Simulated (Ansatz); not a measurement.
# K on Os(0001): change of the work function, part 4 of 4

How does one ordered layer of K (top site) change the work function of Os(0001), and what dipole does each adsorbate carry?

Ansatz 0.2.0; plane-wave DFT, r2SCAN, Ansatz PAW (the session's first sound run).

So far, work function, upper face (eV): step 2 (the clean slab, r2SCAN) 5.39; step 5 (the 0.25 ML cell at another level of theory, cutoff 420 eV, functional revpbe) 1.71; step 6 (the 0.25 ML cell at another level of theory, cutoff 1006.82 eV, functional PBE, PBE norm-conserving) 1.73; step 7 (the 0.25 ML cell at another level of theory, cutoff 690 eV, functional PBE, PBE JTH) 1.74; step 8 (the 0.25 ML cell at another level of theory, cutoff 420 eV, functional PBEsol) 1.70.

## 11. A changed input: scf.algorithm = "density_mixing"

System of this step: Os(0001). The cell holds 4 atoms: 4 Os. Cell: a = 2.740 Å, b = 2.740 Å, c = 24.490 Å, α = 90.0°, β = 90.0°, γ = 60.0°. Vacuum lies along c.

Another changed input: it repeats the earlier run at 0 ML with scf.algorithm to density_mixing.

Contents of input.yaml:

```yaml
crystal:
  lattice:
    - [2.74, 0.0, 0.0]
    - [1.37, 2.3729096064, 0.0]
    - [0.0, 0.0, 24.48969]
  atoms:
    - { symbol: Os, position: [0.6666666667, 0.6666666667, 0.3675015894] }
    - { symbol: Os, position: [0.0, 0.0, 0.4558338631] }
    - { symbol: Os, position: [0.6666666667, 0.6666666667, 0.5441661369] }
    - { symbol: Os, position: [0.0, 0.0, 0.6324984106] }
kpoints:
  mp_grid: { grid: [13, 13, 1] }
hamiltonian:
  xc: r2scan
scf:
  occupations: { method: fermi_dirac, width: 0.1 }
  convergence: { dr2_threshold: 1.0e-08 }
  algorithm: density_mixing
efield:
  axis: 3
  dipole_correction: true
  ramp_position: 0.97
  ramp_width: 0.06
relax:
  f_tol: 0.02
  max_steps: 60
  constraints: [{ sites: [0, 1] }]
output:
  write_potential: true
  write_density: true
  volumetric_format: npy
```

Launch:

```
$ ansatz run input.yaml --threads 4 --pin off --max-ram 12288MiB --backend cpu --events-out ev --progress --plain --runs-dir out
```

Numbers of over 12 decimals in the logs are rounded to 6 here.

Output:

```text
[...]
Crystal: 4 atoms, lattice volume = 159.226 Å³
Basis set: ecut = 500 eV, 3929 PW (Γ), exchange–correlation on 80×80×720 points (64 copies of the dense FFT grid, shifted against one another)
Bands: 39, of which v1, the nominal top of the filled ones, is band 32 counted from 1 (31 counted from 0)
Symmetry: 6 space group operations
k-points: 21 of 169 (time reversal used)
[...]
SCF iter   1: F=—  HF=-45587.777925 eV  |F-HF|=—  |Δ(HF+E_count)|=         —  Δρ=7.72e-3  dr2=2.18e-1  dr2_τ=7.48e-2  ethr=1.77e-3  p=0.000 e·Å  D=1.48e-14 V/Å  ΔV_dip=-0.00 eV  dr2_dipole=1.60e-7  V_vac-E_F(+/−)=5.59/5.59 eV  ⟨swp⟩=8.5  Hψ=4091  notcnv=0
[...]
SCF iter   9: F=-45587.864513 eV  HF=-45587.864513 eV  |F-HF|=3.06e-9  |Δ(HF+E_count)|=   6.02e-9  Δρ=1.23e-6  dr2=7.05e-9  dr2_τ=4.30e-10  ethr=1.56e-11  p=0.000 e·Å  D=9.63e-7 V/Å  ΔV_dip=-0.00 eV  dr2_dipole=2.77e-12  V_vac-E_F(+/−)=5.45/5.45 eV  ⟨swp⟩=11.1  Hψ=6231  notcnv=0
SCF 1 converged in 9 iterations: F = -45587.864513 eV  dr2 = 7.05e-9
[...]
relax step   1: F+E_penalty+E_count = -45587.86451278 eV  Δ(F+E_penalty+E_count) = +0.000e0 eV  max|allowed force component| = 9.967e-1 eV/Å  Δτ_max = 0.0000 Å  (9 SCF iters, accepted)
[...]
SCF iter   1: F=—  HF=-45587.169743 eV  |F-HF|=—  |Δ(HF+E_count)|=         —  Δρ=1.40e-2  dr2=3.63e0  dr2_τ=6.09e0  ethr=3.10e-3  p=0.000 e·Å  D=1.02e-6 V/Å  ΔV_dip=-0.00 eV  dr2_dipole=1.39e0  V_vac-E_F(+/−)=5.36/5.36 eV  ⟨swp⟩=5.5  Hψ=2356  notcnv=0
[...]
SCF iter  11: F=-45587.835367 eV  HF=-45587.835367 eV  |F-HF|=1.24e-10  |Δ(HF+E_count)|=   3.17e-9  Δρ=6.36e-7  dr2=1.65e-9  dr2_τ=2.51e-10  ethr=1.56e-11  p=0.004 e·Å  D=4.62e-3 V/Å  ΔV_dip=-0.11 eV  dr2_dipole=3.41e-10  V_vac-E_F(+/−)=5.31/5.42 eV  ⟨swp⟩=11.1  Hψ=6129  notcnv=0
SCF 2 converged in 11 iterations: F = -45587.835367 eV  dr2 = 1.65e-9
[...]
relax step   2: F+E_penalty+E_count = -45587.83536667 eV  Δ(F+E_penalty+E_count) = +2.915e-2 eV  max|allowed force component| = 1.606e0 eV/Å  Δτ_max = 0.1950 Å  (11 SCF iters, rejected (line search))
[...]
SCF iter  11: F=-45587.906693 eV  HF=-45587.906693 eV  |F-HF|=3.64e-11  |Δ(HF+E_count)|=   3.25e-9  Δρ=5.47e-7  dr2=1.04e-9  dr2_τ=1.46e-10  ethr=1.56e-11  p=0.002 e·Å  D=2.04e-3 V/Å  ΔV_dip=-0.05 eV  dr2_dipole=1.45e-10  V_vac-E_F(+/−)=5.38/5.43 eV  ⟨swp⟩=10.9  Hψ=5923  notcnv=0
SCF 3 converged in 11 iterations: F = -45587.906693 eV  dr2 = 1.04e-9
relax step   3: F+E_penalty+E_count = -45587.90669279 eV  Δ(F+E_penalty+E_count) = -4.218e-2 eV  max|allowed force component| = 1.922e-1 eV/Å  Δτ_max = 0.0939 Å  (11 SCF iters, accepted)
SCF iter   1: F=—  HF=-45587.903807 eV  |F-HF|=—  |Δ(HF+E_count)|=         —  Δρ=4.78e-4  dr2=1.93e-3  dr2_τ=1.08e-2  ethr=1.20e-5  p=0.002 e·Å  D=2.04e-3 V/Å  ΔV_dip=-0.05 eV  dr2_dipole=6.16e-4  V_vac-E_F(+/−)=5.39/5.44 eV  ⟨swp⟩=2.2  Hψ=1595  notcnv=0
[...]
SCF iter   8: F=-45587.907625 eV  HF=-45587.907625 eV  |F-HF|=2.76e-10  |Δ(HF+E_count)|=   1.46e-9  Δρ=5.82e-7  dr2=1.16e-9  dr2_τ=1.90e-10  ethr=1.56e-11  p=0.002 e·Å  D=1.76e-3 V/Å  ΔV_dip=-0.04 eV  dr2_dipole=2.18e-10  V_vac-E_F(+/−)=5.39/5.44 eV  ⟨swp⟩=10.6  Hψ=5778  notcnv=0
SCF 4 converged in 8 iterations: F = -45587.907625 eV  dr2 = 1.16e-9
relax step   4: F+E_penalty+E_count = -45587.90762524 eV  Δ(F+E_penalty+E_count) = -9.325e-4 eV  max|allowed force component| = 1.082e-2 eV/Å  Δτ_max = 0.0064 Å  (8 SCF iters, accepted)
[...]
SCF iter   2: F=-45587.907625 eV  HF=-45587.907625 eV  |F-HF|=9.46e-11  |Δ(HF+E_count)|=  8.95e-10  Δρ=4.45e-7  dr2=5.84e-10  dr2_τ=7.47e-11  ethr=1.80e-12  p=0.002 e·Å  D=1.76e-3 V/Å  ΔV_dip=-0.04 eV  dr2_dipole=2.14e-12  V_vac-E_F(+/−)=5.39/5.44 eV  ⟨swp⟩=9.6  Hψ=5351  notcnv=0
SCF 5 converged in 2 iterations: F = -45587.907625 eV  dr2 = 5.84e-10
[...]
SCF converged after 2 iterations
Free energy (F): -45587.907625 eV
[...]
Internal energy: -45587.798238 eV  (E = F + TS)
E sigma→0 (E₀):  -45587.852931 eV
Entropy (-TS):   -0.109388 eV (-27.347 meV/atom)
Fermi energy:    5.595763 eV
Dipole field:    D = 0.001759 V/Å  (p = 0.001548 e·Å, saw-weighted, corrected)
Work function:   Φ+ = 5.3924 eV   Φ− = 5.4355 eV
[...]
--- Forces (eV/Å), atoms counted from 1 ---
  atom   1  Os     0.00000000    -0.00000000     0.95734291
  atom   2  Os    -0.00000000     0.00000000    -0.96687182
  atom   3  Os    -0.00000000    -0.00000000     0.01083608
  atom   4  Os    -0.00000000     0.00000000    -0.00128647
  max |Σ_I F_I| component: 2.07e-5 eV/Å
--- Band table (eV; the first three rows and the last of 21) ---
  k-point 0: bands = [... 28 lower, 3.1195, 3.3105, 3.3105, 4.7041, 4.7041, 4.9894, 6.0229, 6.0318, ... 3 higher]
  k-point 1: bands = [... 28 lower, 3.2767, 3.3106, 3.4825, 4.4317, 4.6474, 4.8852, 5.2670, 5.9638, ... 3 higher]
  k-point 2: bands = [... 28 lower, 3.2852, 3.6255, 3.8556, 3.9894, 4.4187, 4.7485, 5.1965, 5.8436, ... 3 higher]
  k-point 20: bands = [... 28 lower, 3.2022, 4.0682, 4.9454, 6.5304, 6.6184, 6.8943, 7.3054, 7.6003, ... 3 higher]
--- Relaxed structure (4 steps of the walk, 3 accepted, 0 SCFs on fresh bases) ---
  F+E_penalty+E_count = -45587.90762524 eV   max|allowed force component| = 1.082e-2 eV/Å
  atoms:
    - { symbol: Os, position: [0.666667, 0.666667, 0.3675015894] }
    - { symbol: Os, position: [0.0, 0.0, 0.4558338631] }
    - { symbol: Os, position: [0.666667, 0.666667, 0.543782] }
    - { symbol: Os, position: [-2.40476639738277e-18, 0, 0.628863] }
```

Run time: 33 s. Hardware: 4 threads of Arm Neoverse V1, shared host; peak memory 0.76 GiB; 2.1 min of CPU time.

Relaxation path:

```
step  energy less that of the first step (eV)  largest force component (eV/Å)
   1                                   0.0000                          0.9967
   2                                   0.0291                          1.6064
   3                                  -0.0422                          0.1922
   4                                  -0.0431                          0.0108
```

Relaxation step 2 was tried and not accepted.

Forces are held to the 6 operations that the run works with; a distortion that breaks them can't arise in this run.

The atoms that moved most (Å):

```
atom     dx     dy      dz  length
 Os4  0.000  0.000  -0.089   0.089
 Os3  0.000  0.000  -0.009   0.009
```

Final coordinates:

```
Os
1.0
     2.74000    0.00000    0.00000
     1.37000    2.37291    0.00000
     0.00000    0.00000   24.48969
Os
4
Cartesian
  2.7400 1.5819 9.0000
  0.0000 0.0000 11.1632
  2.7400 1.5819 13.3170
  0.0000 0.0000 15.4007
```

This step gave:

* energy at zero smearing: -45587.8529 eV
* work function, upper face: 5.392 eV
* work function, lower face: 5.435 eV
* dipole along the normal: 0.001548 e·Å
* step between the vacuum levels: -0.04309 eV

```
                      quantity  this run  earlier run  difference
work function, upper face (eV)     5.392        5.392           0
work function, lower face (eV)     5.435        5.435           0
 dipole along the normal (e·Å)  0.001548     0.001548           0
```

Nothing in the table moves by 0.01 in its unit (for the dipole 0.5 % and 5e-5 e·Å).

## 12. Outcome

```
work function of the clean face                        : 5.39 eV
work function at 0.25 ML                               : 1.76 eV
dipole per adsorbate at 0.25 ML, positive end outwards : 2.49 D
```

What this shows: K lowers the work function of Os(0001) at the lowest coverage, by 3.63 eV: the adsorbate layer has its positive end outwards. One coverage alone was completed, so no trend follows. The slab has 4 layers, at the tabulated experimental lattice constant, one starting site was run, and quantum-size effects of a slab this thin can reach one or two tenths of an eV.

[Logs are printed without paths, hosts, clocks, repeated set-up lines and the standing remarks that a program may print on its own settings, such as how far it seeks lower states.]

[Hosts, paths, dates, database ids (printed as entryN), source tags and the programs' standing remarks are cut or masked in the printed files.]

[Maps of the electrostatic potential energy from Ansatz leave out the sawtooth potential of an applied field or a dipole correction, so their vacuum need not be flat; planar profiles and work functions include it.]
